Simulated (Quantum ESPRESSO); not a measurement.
# Dipole at the next field: 1T-PtS2, 1 layer

Method. Quantum ESPRESSO 7.5, vdW-DF-cx, GBRV ultrasoft, PBE files; sawtooth field along the normal with dipole correction, ions clamped, threshold 1e-9 Ry; cell area 11.063 Å².

| field (V/Å) | dipole (e Å a cell) |
| --- | --- |
| 0 | 0.00000 |
| 0.1 | 0.02721 |
| 0.2 | 0.05453 |

One more run was made and is withheld. What is the dipole at 0.4 V/Å, and what electrostatic thickness 4πα/A follows from the rows?

**Fit.** The slope is (0.05453 − (0.00000))/0.2 = 0.2727 e Å²/V, so 4πα/A = 180.95 × 0.2727/11.063 = 4.46 Å. Linear response gives p = 0.00000 + 0.2727 × (0.4) = 0.10906 e Å; a parabola through the three rows gives 0.10950.

**Check.** p = 0.10920 e Å. The line misses by 0.1 % of the induced dipole and the parabola by 0.3 %. The response is linear over this range.

**Limits.** Electrons alone respond; local and semilocal functionals tend to overscreen.
